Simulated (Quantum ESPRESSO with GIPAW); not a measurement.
# 17O and 43Ca NMR of CaO (Lime), calculated

Aim: the magnetic shielding of every site in CaO (Lime).

Main program and level: Quantum ESPRESSO with GIPAW 8.0dev (patched build); DFT, PBE, plane-wave PAW (pslibrary 1.0.0 recipes), scalar-relativistic, GIPAW; a patched development version of the program.

## Step 1: Set-up

The structure is cubic, space group Fm-3m (No. 225). Conventional cell: a = 4.813 Å, b = 4.813 Å, c = 4.813 Å, α = 90.00°, β = 90.00°, γ = 90.00°. Nearest to Ca lie 6 O at 2.41 Å. O has 6 Ca at 2.41 Å nearest. Farther neighbours and most contacts between anions are not listed.

The cell is an entry of the Crystallography Open Database.

A relaxation of the atoms beforehand (Quantum ESPRESSO with GIPAW) moved none by more than 0.003 Å.

## Step 2: The SCF step

First the ground state. The response equations take the occupied wavefunctions as exact, so conv_thr is set much tighter than for an energy. No empty states are asked for: the response is solved without them. The mesh has a spacing of 0.38 Å⁻¹ at most. The PAW files were made with ld1.x from the pslibrary 1.0.0 recipes, with GIPAW reconstruction switched on.

scf.in reads:

```
&control
  calculation = 'scf'
  prefix = 'x'
  outdir = './tmp/'
  pseudo_dir = './'
/
&system
  ibrav = 0
  nat = 2
  ntyp = 2
  ecutwfc = 55
  ecutrho = 330
  nbnd = 8
/
&electrons
  conv_thr = 1.0d-10
  mixing_beta = 0.7
  electron_maxstep = 100
/
ATOMIC_SPECIES
  Ca 40.078 Ca.pbe-spn-kjpaw_psl.1.0.0-gipaw.UPF
  O 15.999 O.pbe-n-kjpaw_psl.1.0.0-gipaw.UPF
CELL_PARAMETERS angstrom
  0.00000000 2.40650000 2.40650000
  2.40650000 0.00000000 2.40650000
  2.40650000 2.40650000 0.00000000
ATOMIC_POSITIONS crystal
  Ca 0.00000000 0.00000000 0.00000000
  O 0.50000000 0.50000000 0.50000000
K_POINTS automatic
  6 6 6 0 0 0
```

Run with:

```console
> mpirun -np 4 pw.x -nk 4 -in scf.in > scf.out
```

The program printed:

```text
using ibrav=0 with symmetry is DISCOURAGED, use correct ibrav instead

     bravais-lattice index     =            0
     lattice parameter (alat)  =       6.4313  a.u.
     unit-cell volume          =     188.0980 (a.u.)^3
     number of atoms/cell      =            2
     number of atomic types    =            2
     number of electrons       =        16.00
     number of Kohn-Sham states=            8
     kinetic-energy cutoff     =      55.0000  Ry
     charge density cutoff     =     330.0000  Ry
     scf convergence threshold =      1.0E-10
     mixing beta               =       0.7000
     number of iterations used =            8  plain     mixing
     Exchange-correlation= SLA-PW-PBX-PBC
                           (   1   4   3   4   0   0   0)
[...]
Ca               10.00    40.07800     Ca( 1.00)
     O                 6.00    15.99900     O ( 1.00)

     48 Sym. Ops., with inversion, found
[...]
number of k points=    16
[...]
Dense  grid:    19027 G-vectors     FFT dimensions: (  40,  40,  40)

     Smooth grid:    10417 G-vectors     FFT dimensions: (  32,  32,  32)

     Check: negative core charge=   -0.000004

     Initial potential from superposition of free atoms

     starting charge      15.9951, renormalised to      16.0000
     Starting wfcs are   12 randomized atomic wfcs

     Self-consistent Calculation

     iteration #  1     ecut=    55.00 Ry     beta= 0.70
     Davidson diagonalization with overlap
     ethr =  1.00E-02,  avg # of iterations =  1.0

     total energy              =    -174.90598556 Ry
     estimated scf accuracy    <       0.78274312 Ry

     iteration #  2     ecut=    55.00 Ry     beta= 0.70
     Davidson diagonalization with overlap
     ethr =  4.89E-03,  avg # of iterations =  8.4

     total energy              =    -175.15235080 Ry
     estimated scf accuracy    <       2.16200274 Ry

     iteration #  3     ecut=    55.00 Ry     beta= 0.70
     Davidson diagonalization with overlap
     ethr =  4.89E-03,  avg # of iterations =  4.7

     total energy              =    -175.20686813 Ry
     estimated scf accuracy    <       0.23316739 Ry

[...]
total energy              =    -175.47455389 Ry
[...]
iteration # 56     ecut=    55.00 Ry     beta= 0.70
     Davidson diagonalization with overlap
     ethr =  2.67E-12,  avg # of iterations =  7.0

     total energy              =    -175.47455389 Ry
     estimated scf accuracy    <          2.3E-09 Ry

     iteration # 57     ecut=    55.00 Ry     beta= 0.70
     Davidson diagonalization with overlap
     ethr =  2.67E-12,  avg # of iterations =  7.7

     End of self-consistent calculation
     [one-electron energies left out]

!    total energy              =    -175.47455389 Ry
     total all-electron energy =     -1511.592457 Ry
     estimated scf accuracy    <          8.0E-11 Ry

     The total energy is the sum of the following terms:
     one-electron contribution =     -24.08815474 Ry
     hartree contribution      =      20.91251986 Ry
     xc contribution           =     -19.79194016 Ry
     ewald contribution        =     -82.93439277 Ry
     one-center paw contrib.   =     -69.57258607 Ry

     convergence has been achieved in  57 iterations
[...]
JOB DONE.
```

Wall time 14 s (4 MPI ranks of Arm Neoverse V1, shared host); peak memory 0.38 GiB; 57 s of CPU time.

It converged in 57 cycles to an estimated accuracy of 8e-11 Ry, on 16 irreducible k-points.

## Step 3: Shieldings

A uniform field breaks periodicity, so gipaw.x applies it as a wave of small q and takes the limit. It solves for the first-order states, builds the induced current and gets the field at each nucleus by Biot–Savart; the PAW spheres add what the smooth waves miss near the nuclei. pawproj makes the reconstruction use the PAW data sets' own projectors.

nmr.in reads:

```
&inputgipaw
  job = 'nmr'
  prefix = 'x'
  tmp_dir = './tmp/'
  restart_mode = 'from_scratch'
  verbosity = 'low'
  q_gipaw = 0.01
  spline_ps = .true.
  conv_threshold = 1.0d-11
  use_nmr_macroscopic_shape = .false.
  pawproj(1) = .true.
  pawproj(2) = .true.
/
```

Run with:

```console
> mpirun -np 4 gipaw.x -in nmr.in > nmr.out
```

The program printed:

```text
[banner, memory and clock lines left out]
[a note of our patched build left out]

     Parallelizing q-star over 1 images

     IMPORTANT: XC functional enforced from input :
     Exchange-correlation= PBE
                           (   1   4   3   4   0   0   0)
     Any further DFT definition will be discarded
     Please, verify this is what you really want

     Check: negative core charge=   -0.000004
[...]
projs nearly linearly dependent: l=0  n1,n2= 1, 2  s=  0.99170024
[...]
alpha_pv=     75.3306 eV

     spline_ps is .false., expect some extrapolation errors

     q-space interpolation up to    66.00 Rydberg

     GIPAW job: nmr
     NMR macroscopic correction: no
[...]
Computing the magnetic susceptibility     isolve=0    ethr=  0.1000E-10
     Starting from scratch
     k-point #    1 of    16      pool #  1    cpu time:       0.6
[...]
End of magnetic susceptibility calculation

     f-sum rule (1st term):
           -16.0073         -0.0000          0.0000
            -0.0000        -16.0073         -0.0000
             0.0000         -0.0000        -16.0073

     f-sum rule (2nd term):
            -0.4475          0.0000         -0.0000
             0.0000         -0.4475          0.0000
             0.0000         -0.0000         -0.4475

     f-sum rule (should be   -16.4522):
           -16.4548         -0.0000          0.0000
            -0.0000        -16.4548         -0.0000
             0.0000         -0.0000        -16.4548

[... susceptibilities left out ...]
     Contributions to the NMR chemical shifts: -------------------------------

     Macroscopic shape contribution in ppm:                    0.00
             0.0000          0.0000          0.0000
             0.0000          0.0000          0.0000
             0.0000          0.0000          0.0000

     Core contribution in ppm:

     Atom  1  Ca  pos: (  0.000000  0.000000  0.000000)  core sigma:        1265.05
     Atom  2  O   pos: (  0.707107  0.707107  0.707107)  core sigma:         271.07

     Bare contribution in ppm:

     Atom  1  Ca  pos: (  0.000000  0.000000  0.000000)  bare sigma:          73.05
[...]
Atom  2  O   pos: (  0.707107  0.707107  0.707107)  bare sigma:         -49.66
[...]
Diamagnetic contribution in ppm:

     Atom  1  Ca  pos: (  0.000000  0.000000  0.000000)  dia sigma:          -4.12
[...]
Atom  2  O   pos: (  0.707107  0.707107  0.707107)  dia sigma:          17.16
[...]
Paramagnetic contribution in ppm:

     Atom  1  Ca  pos: (  0.000000  0.000000  0.000000)  para sigma:        -626.90
[...]
Atom  2  O   pos: (  0.707107  0.707107  0.707107)  para sigma:        -164.56
[...]
Paramagnetic US occ-occ contribution in ppm:

     Atom  1  Ca  pos: (  0.000000  0.000000  0.000000)  para_oo sigma:          -2.24
[...]
Atom  2  O   pos: (  0.707107  0.707107  0.707107)  para_oo sigma:           2.14
[...]
Paramagnetic US L_R Q_R contribution in ppm:

     Atom  1  Ca  pos: (  0.000000  0.000000  0.000000)  para_lq sigma:         261.26
[...]
Atom  2  O   pos: (  0.707107  0.707107  0.707107)  para_lq sigma:        -227.99
[...]
Total NMR chemical shifts in ppm: ---------------------------------------
     (adopting the Simpson convention for anisotropy and asymmetry)-----------

     Atom  1  Ca  pos: (  0.000000  0.000000  0.000000)  Total sigma:         966.09
           966.0934         -0.0000         -0.0000
            -0.0000        966.0934         -0.0000
            -0.0000         -0.0000        966.0934

     Ca      1    anisotropy:     -0.00    eta:    0.0000
[...]
Atom  2  O   pos: (  0.707107  0.707107  0.707107)  Total sigma:        -151.85
          -151.8490         -0.0000         -0.0000
             0.0000       -151.8490         -0.0000
            -0.0000         -0.0000       -151.8490

     O       2    anisotropy:     -0.00    eta:    0.0000
[...]
```

The job ended after 21 s (4 MPI ranks; peak memory 0.24 GiB).

The f-sum rule is met to 0.0026 of 16.5 (0.02 %). Converged shieldings require that this miss be small, but a small miss does not prove them.

From the symmetric part of each tensor, with principal values σ11 ≤ σ22 ≤ σ33: σ_iso is their mean, the span is σ33 − σ11 and the skew 3(σ_iso − σ22)/span. (gipaw.x prints an anisotropy in another convention.)

| site | atom no. | atoms in cell | σ_iso (ppm) | span (ppm) | skew |
| --- | --- | --- | --- | --- | --- |
| Ca | 1 | 1 | 966 | 0 | - |
| O | 2 | 1 | -151.8 | 0.0 | - |

The macroscopic shape term is switched off. For a spherical sample the valence susceptibility of this run would add about 7 ppm to every site, a rough estimate, since the susceptibility converges slowly and lacks part of the PAW terms. Differences within the crystal don't depend on it, but shieldings of different compounds can't be compared to better than a few ppm without it.

Ca and O sit on cubic site symmetry, where the tensor must be isotropic.

How the isotropic values are made up (ppm). The core part is that of the free atom's core; bare is the current of the smooth valence states; the last two are what the PAW spheres add to the diamagnetic and the paramagnetic current:

| site | core | bare | reconstruction, dia | reconstruction, para |
| --- | --- | --- | --- | --- |
| Ca | 1265.0 | 73.0 | -4.1 | -367.9 |
| O | 271.1 | -49.7 | 17.2 | -390.4 |

## Step 4: From shieldings to shifts

Covalently bonded atoms count as neighbours within 1.18 times the sum of their radii. Otherwise a cation's neighbours lie within 1.2 times its shortest bond (1.3 for large cations, each anion's radius taken off where they differ), and an anion's are the cations that count it.

| site | atom no. | atoms in cell | surroundings | bonds (Å) | σ_iso (ppm) |
| --- | --- | --- | --- | --- | --- |
| Ca | 1 | 1 | CaO6 | 2.406 | 966 |
| O | 2 | 1 | bound to Ca6 | 2.406 | -151.8 |

## Step 5: Other settings and structures

Each row names what was changed: another mesh tests the sampling of the zone; another functional shows how far the paramagnetic term hangs on the exchange-correlation form; another cutoff tests the basis.

Changes of σ_iso (ppm) against the run above (PBE, cutoffs 55 and 330 Ry, mesh 6×6×6, 2.3 min). Times are CPU times of pw.x and gipaw.x together, on 4 MPI ranks of Arm Neoverse V1, shared host; on a shared host they are rough. A run is marked as doubtful where the f-sum miss passes 0.015 electrons, or that much for each three atoms in larger cells (with Tl, Pb, Hg, Bi or Sn a third of that, or a mesh spacing over 0.26 Å⁻¹), or where the susceptibility is unphysically large.

| run | CPU time | f-sum miss | Ca | O |
| --- | --- | --- | --- | --- |
| mesh 8×8×8 | 3.6 min | 0 | +0.9 | +0.9 |
| LDA | 1.9 min | 0.0031 | -32.1 | -33.5 |
| cutoffs 40 and 330 Ry (coarse on purpose) | 2.1 min | 0.0068 | -12.3 | +1.1 |
| mesh 4×4×4 (marked) | 1.9 min | 0.044 | -10.8 | -4.8 |
| Wu-Cohen | 2.2 min | 0.0030 | -13.3 | -15.4 |

The largest move is -33.5 ppm, on O, from LDA.

## Step 6: Outcome

```
17O shielding without shape term  : -151.8 ppm
43Ca shielding without shape term : 966 ppm
```

**Reading.** 17O has one site (bound to Ca6), with isotropic shielding -151.8 ppm (shape term left out). A shift needs a reference, δ = σ_ref − σ, fixed on measured compounds; for 17O of this kind at this level too few were at hand, or they scattered too widely about a line, so none is given. Going to mesh 8×8×8 changes no isotropic shielding by more than 0.91 ppm, so the main run is converged in that respect. A higher cutoff was not carried through on these files. The largest change with the functional is 33.5 ppm in absolute shielding; part of that drops out once each functional has its own reference line. Semilocal functionals place the empty 3d states of Ca too low, which is known to deshield neighbouring O too much. This build of gipaw.x prints that it is not audited and that its numbers are no references by themselves. It also reports spline_ps as false although the input sets it; why was not traced. pw.x warned of eigenvalues not converged in some cycles of 1 ground-state run, which then met the threshold.

[Banner, clock, file and message-heading lines were taken out of the pw.x and gipaw.x logs.]

[Logs are printed without paths, hosts, clocks, repeated set-up lines and the standing remarks that a program may print on its own settings, such as how far it seeks lower states.]

[Hosts, paths, dates, database ids (printed as entryN), source tags and the programs' standing remarks are cut or masked in the printed files.]

[Where no reference line passes its bar on scatter, no shift is given, so a measured shift of this compound may stand uncompared.]
